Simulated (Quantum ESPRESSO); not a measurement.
**Collinear magnetic orders of Cr2O3 (Eskolaite) with Quantum ESPRESSO**

A self-consistent run ends on one state, which hangs on the start. Several orders of Cr2O3 (Eskolaite) are started in Quantum ESPRESSO and their energies compared.

Main program and level: Quantum ESPRESSO 7.5; LDA; plane waves with GBRV 1.5 LDA potentials, no spin-orbit coupling.

### 1. Starting point

Symmetry: R-3c, No. 167, trigonal system. The conventional cell has a = 4.957 Å, b = 4.957 Å, c = 13.592 Å, α = 90.00°, β = 90.00°, γ = 120.00°. Nearest to Cr lie 6 O at 1.96 to 2.01 Å. Nearest to O lie 4 Cr at 1.96 to 2.01 Å. Farther neighbours and most contacts between anions are not listed.

The cell comes from the Crystallography Open Database.

### 2. Run 1, typed as ferro ++++

The signs are those of the starting moments on the seeded atoms, the atoms that are given a moment.

The input, pw.in:

```
&CONTROL
  calculation = 'scf'
  prefix = 'pwscf'
  outdir = './tmp'
  pseudo_dir = './pseudo'
  disk_io = 'nowf'
/
&SYSTEM
  ibrav = 0
  nat = 10
  ntyp = 2
  ecutwfc = 40
  ecutrho = 280
  nbnd = 66
  occupations = 'smearing'
  smearing = 'fd'
  degauss = 0.00367493
  nspin = 2
  starting_magnetization(1) = 0.2143
  starting_magnetization(2) = 0
/
&ELECTRONS
  conv_thr = 2d-08
  electron_maxstep = 150
  mixing_beta = 0.3
/
ATOMIC_SPECIES
Cr     51.9961 cr_lda_v1.5.uspp.F.UPF
O      15.9990 o_lda_v1.2.uspp.F.UPF
CELL_PARAMETERS angstrom
   2.4785000000    1.4309626422    4.5307666667
  -2.4785000000    1.4309626422    4.5307666667
   0.0000000000   -2.8619252844    4.5307666667
ATOMIC_POSITIONS crystal
Cr      0.3474800000    0.3474800000    0.3474800000
Cr      0.1525200000    0.1525200000    0.1525200000
Cr      0.6525200000    0.6525200000    0.6525200000
Cr      0.8474800000    0.8474800000    0.8474800000
O       0.5558000000    0.9442000000    0.2500000000
O       0.2500000000    0.5558000000    0.9442000000
O       0.9442000000    0.2500000000    0.5558000000
O       0.4442000000    0.0558000000    0.7500000000
O       0.7500000000    0.4442000000    0.0558000000
O       0.0558000000    0.7500000000    0.4442000000
K_POINTS automatic
6 6 6 0 0 0
```

Launch:

```
$ OMP_NUM_THREADS=1 mpirun -n 4 pw.x -nk 4 -in pw.in > pw.out
```

What it wrote:

```text
Program PWSCF v.7.5 starts

     Message from routine setup:
     using ibrav=0 with symmetry is DISCOURAGED, use correct ibrav instead

     K-points division:     npool     =       4
     Subspace diagonalization in iterative solution of the eigenvalue problem:

     G-vector sticks info
     --------------------
     sticks:   dense  smooth     PW     G-vecs:    dense   smooth      PW
     Sum        1855    1071    329                51357    22277    3781

     Using Slab Decomposition

     bravais-lattice index     =            0
     lattice parameter (alat)  =      10.1270  a.u.
     unit-cell volume          =     650.6340 (a.u.)^3
     number of atoms/cell      =           10
     number of atomic types    =            2
     number of electrons       =        92.00
     number of Kohn-Sham states=           66
     kinetic-energy cutoff     =      40.0000  Ry
     charge density cutoff     =     280.0000  Ry
     scf convergence threshold =      2.0E-08
     mixing beta               =       0.3000
     number of iterations used =            8  plain     mixing
     Exchange-correlation= SLA  PZ   NOGX NOGC
                           (   1   1   0   0   0   0   0)

     celldm(1)=  10.126969  celldm(2)=   0.000000  celldm(3)=   0.000000
     celldm(4)=   0.000000  celldm(5)=   0.000000  celldm(6)=   0.000000

     crystal axes: (cart. coord. in units of alat)
               a(1) = (   0.462496   0.267022   0.845456 )
               a(2) = (  -0.462496   0.267022   0.845456 )
               a(3) = (   0.000000  -0.534045   0.845456 )

     reciprocal axes: (cart. coord. in units 2 pi/alat)
               b(1) = (  1.081090  0.624167  0.394264 )
               b(2) = ( -1.081090  0.624167  0.394264 )
               b(3) = (  0.000000 -1.248335  0.394264 )

     PseudoPot. # 1 for Cr read from file:
     cr_lda_v1.5.uspp.F.UPF
     Pseudo is Ultrasoft + core correction, Zval = 14.0
     Generated by new atomic code, or converted to UPF format
     Using radial grid of  857 points,  6 beta functions with:
                l(1) =   0
                l(2) =   0
                l(3) =   1
                l(4) =   1
                l(5) =   2
                l(6) =   2
     Q(r) pseudized with  8 coefficients,  rinner =    0.950   0.950   0.950
                                                       0.950   0.950

     PseudoPot. # 2 for O  read from file:
     o_lda_v1.2.uspp.F.UPF
     Pseudo is Ultrasoft + core correction, Zval =  6.0
     Generated by new atomic code, or converted to UPF format
     Using radial grid of  737 points,  5 beta functions with:
                l(1) =   0
                l(2) =   0
                l(3) =   1
                l(4) =   1
                l(5) =   2
     Q(r) pseudized with  8 coefficients,  rinner =    0.900   0.900   0.900
                                                       0.900   0.900

     atomic species   valence    mass     pseudopotential
     Cr               14.00    51.99610     Cr( 1.00)
     O                 6.00    15.99900     O ( 1.00)

     Starting magnetic structure
     atomic species   magnetization
     Cr              0.214
     O               0.000

     12 Sym. Ops., with inversion, found ( 6 have fractional translation)

   Cartesian axes

     site n.     atom                  positions (alat units)
         1        Cr     tau(   1) = (   0.0000000   0.0000000   0.8813373  )
         2        Cr     tau(   2) = (  -0.0000000   0.0000000   0.3868469  )
         3        Cr     tau(   3) = (   0.0000000   0.0000000   1.6550312  )
         4        Cr     tau(   4) = (  -0.0000000  -0.0000000   2.1495216  )
         5        O      tau(   5) = (  -0.1796336   0.2670224   1.4795483  )
         6        O      tau(   6) = (  -0.1414314  -0.2890785   1.4795483  )
         7        O      tau(   7) = (   0.3210650   0.0220561   1.4795483  )
         8        O      tau(   8) = (   0.1796336  -0.2670224   1.0568202  )
         9        O      tau(   9) = (   0.1414314   0.2890785   1.0568202  )
        10        O      tau(  10) = (  -0.3210650  -0.0220561   1.0568202  )

     number of k points=    32  Fermi-Dirac smearing, width (Ry)=  0.0037
                       cart. coord. in units 2pi/alat
        k(    1) = (   0.0000000   0.0000000   0.0000000), wk =   0.0046296
        k(    2) = (   0.0000000  -0.2080558   0.0657107), wk =   0.0277778
        k(    3) = (   0.0000000  -0.4161116   0.1314215), wk =   0.0277778
        k(    4) = (   0.0000000   0.6241674  -0.1971322), wk =   0.0138889
        k(    5) = (  -0.1801816  -0.1040279   0.1314215), wk =   0.0277778
        [... 27 further k-points ...]

     Dense  grid:    51357 G-vectors     FFT dimensions: (  54,  54,  54)

     Smooth grid:    22277 G-vectors     FFT dimensions: (  48,  48,  48)

     Check: negative core charge=   -0.000009
     Generating pointlists ...
     new r_m :   0.1512 (alat units)  1.5312 (a.u.) for type    1
     new r_m :   0.1512 (alat units)  1.5312 (a.u.) for type    2

     Initial potential from superposition of free atoms

     starting charge      87.9999, renormalised to      92.0000
     Starting wfcs are   64 randomized atomic wfcs +    2 random wfcs

     Self-consistent Calculation

     iteration #  1     ecut=    40.00 Ry     beta= 0.30
     Davidson diagonalization with overlap
     ethr =  1.00E-02,  avg # of iterations =  5.3

     negative rho (up, down):  0.000E+00 3.142E-03

     total energy              =    -895.30262121 Ry
     estimated scf accuracy    <       4.04738650 Ry

     total magnetization       =     9.00 Bohr mag/cell
     absolute magnetization    =     9.04 Bohr mag/cell

     iteration #  2     ecut=    40.00 Ry     beta= 0.30
     Davidson diagonalization with overlap
     ethr =  4.40E-03,  avg # of iterations =  2.0

     negative rho (up, down):  0.000E+00 5.294E-03

     total energy              =    -896.07011280 Ry
     estimated scf accuracy    <       0.48897270 Ry

     total magnetization       =    11.15 Bohr mag/cell
     absolute magnetization    =    11.24 Bohr mag/cell

     iteration #  3     ecut=    40.00 Ry     beta= 0.30
     Davidson diagonalization with overlap
     ethr =  5.31E-04,  avg # of iterations =  2.0

     negative rho (up, down):  0.000E+00 9.117E-03

     total energy              =    -896.14955905 Ry
     estimated scf accuracy    <       0.07462791 Ry

     total magnetization       =    11.36 Bohr mag/cell
     absolute magnetization    =    11.44 Bohr mag/cell

     [... further iterations left out ...]

     iteration #  9     ecut=    40.00 Ry     beta= 0.30
     Davidson diagonalization with overlap
     ethr =  8.44E-08,  avg # of iterations =  1.5

     negative rho (up, down):  0.000E+00 1.396E-02

     total energy              =    -896.16835823 Ry
     estimated scf accuracy    <       0.00000452 Ry

     total magnetization       =    11.94 Bohr mag/cell
     absolute magnetization    =    12.07 Bohr mag/cell

     iteration # 10     ecut=    40.00 Ry     beta= 0.30
     Davidson diagonalization with overlap
     ethr =  4.92E-09,  avg # of iterations =  2.0

     negative rho (up, down):  0.000E+00 1.397E-02

     total energy              =    -896.16835891 Ry
     estimated scf accuracy    <       0.00000076 Ry

     total magnetization       =    11.94 Bohr mag/cell
     absolute magnetization    =    12.08 Bohr mag/cell

     iteration # 11     ecut=    40.00 Ry     beta= 0.30
     Davidson diagonalization with overlap
     ethr =  8.31E-10,  avg # of iterations =  2.0

     negative rho (up, down):  0.000E+00 1.397E-02

     total energy              =    -896.16835919 Ry
     estimated scf accuracy    <       0.00000005 Ry

     total magnetization       =    11.94 Bohr mag/cell
     absolute magnetization    =    12.08 Bohr mag/cell

     iteration # 12     ecut=    40.00 Ry     beta= 0.30
     Davidson diagonalization with overlap
     ethr =  5.29E-11,  avg # of iterations =  2.0

     negative rho (up, down):  0.000E+00 1.397E-02

     Magnetic moment per site  (integrated on atomic sphere of radius R)
     atom   1 (R=0.151)  charge= 10.8762  magn=  2.3955
     atom   2 (R=0.151)  charge= 10.8762  magn=  2.3955
     atom   3 (R=0.151)  charge= 10.8762  magn=  2.3955
     atom   4 (R=0.151)  charge= 10.8762  magn=  2.3955
     atom   5 (R=0.151)  charge=  5.4275  magn=  0.0155
     atom   6 (R=0.151)  charge=  5.4275  magn=  0.0155
     atom   7 (R=0.151)  charge=  5.4275  magn=  0.0155
     atom   8 (R=0.151)  charge=  5.4275  magn=  0.0155
     atom   9 (R=0.151)  charge=  5.4275  magn=  0.0155
     atom  10 (R=0.151)  charge=  5.4275  magn=  0.0155

     End of self-consistent calculation

     [... lines left out ...]
     the Fermi energy is    12.8789 ev

!    total energy              =    -896.16835924 Ry
     estimated scf accuracy    <          8.7E-09 Ry
     smearing contrib. (-TS)   =      -0.00066138 Ry
     internal energy E=F+TS    =    -896.16769786 Ry

     The total energy is F=E-TS. E is the sum of the following terms:
     one-electron contribution =    -367.54632274 Ry
     hartree contribution      =     232.41811355 Ry
     xc contribution           =    -132.27804144 Ry
     ewald contribution        =    -628.76144723 Ry

     total magnetization       =    11.94 Bohr mag/cell
     absolute magnetization    =    12.08 Bohr mag/cell

     convergence has been achieved in  12 iterations

=------------------------------------------------------------------------------=
   JOB DONE.
=------------------------------------------------------------------------------=
```

It took 1.7 min on 4 MPI ranks of Arm Neoverse V1, shared host; peak memory 0.73 GiB.

Spin moment in the atom's sphere by atom:

```csv
atom,spin moment in the atom's sphere (μB)
Cr1,2.40
Cr2,2.40
Cr3,2.40
Cr4,2.40
O5,0.02
O6,0.02
O7,0.02
O8,0.02
O9,0.02
O10,0.02
```

Numbers from this step:

```
smearing term TS       : 0.008999 eV
magnetization          : 11.94 μB
absolute magnetization : 12.08 μB
final state            : ferromagnetic
```

Spin density in the ac plane of the conventional cell at fractional y = 0.000, with atoms of Cr and O within 0.2 Å of it.

Ten even steps from '_' (0.0 e/Å³) to '@' (3.4 e/Å³), each cell a mean:
```
____________________________
____________________________
==..______________________::
@@==..__________________::%%
==______________________..--
____________________________
____________________________
**..____________________..++
@@++..__________________..**
::________________________..
____________________________
____________________________
____________________________
____________________________
--______________________..--
@@==..__________________::%%
==::______________________::
____________________________
____________________________
##--______________________--
@@--____________________::##
::________________________..
____________________________
____________________________
```
Columns run along a (5.0 Å), rows up along c (13.6 Å), edges of the conventional cell, whose origin can differ from the input's. Atoms in or near the plane, at fractional coordinates: Cr at (0.00, 0.85), Cr at (0.00, 0.65), Cr at (0.00, 0.15), Cr at (0.00, 0.35), O at (0.31, 0.75), O at (0.33, 0.42), O at (0.36, 0.08), O at (0.69, 0.25), O at (0.67, 0.58), O at (0.64, 0.92).

Valence density in the ac plane of the conventional cell at fractional y = 0.000, with atoms of Cr and O within 0.2 Å of it. It is the smooth field of the valence electrons, not physical close to the nuclei.

Ten even steps from '_' (0 e/Å³) to '@' (13 e/Å³), each cell a mean:
```
____________________________
________________--==::______
==..____________::--..____--
%%**____________________::@@
==..______________________--
______--==--________________
______::--::________________
**--____________________..**
##**____________________::%%
..______________--==::____..
________________::--..______
____________________________
____________________________
______..--==..______________
==..__..::--..____________--
##**____________________::@@
==..______________________--
________________..====..____
________________..----..____
##--____________________..**
%%++____________________::@@
..____..--==..____________..
______..::--..______________
____________________________
```
Columns run along a (5.0 Å), rows up along c (13.6 Å), edges of the conventional cell, whose origin can differ from the input's. Atoms in or near the plane, at fractional coordinates: Cr at (0.00, 0.85), Cr at (0.00, 0.65), Cr at (0.00, 0.15), Cr at (0.00, 0.35), O at (0.31, 0.75), O at (0.33, 0.42), O at (0.36, 0.08), O at (0.69, 0.25), O at (0.67, 0.58), O at (0.64, 0.92).

[end of part 1 of 2]

[Logs and program files are shortened in this print: banners, set-up blocks, solver, clock and traceback lines can be left out without a mark of their own.]

[Logs are printed without paths, hosts, clocks, repeated set-up lines and the standing remarks that a program may print on its own settings, such as how far it seeks lower states.]

[Hosts, paths, dates, database ids (printed as entryN), source tags and the programs' standing remarks are cut or masked in the printed files.]

[Where a cell is said to come from a database of computed structures, the database is the Materials Project.]
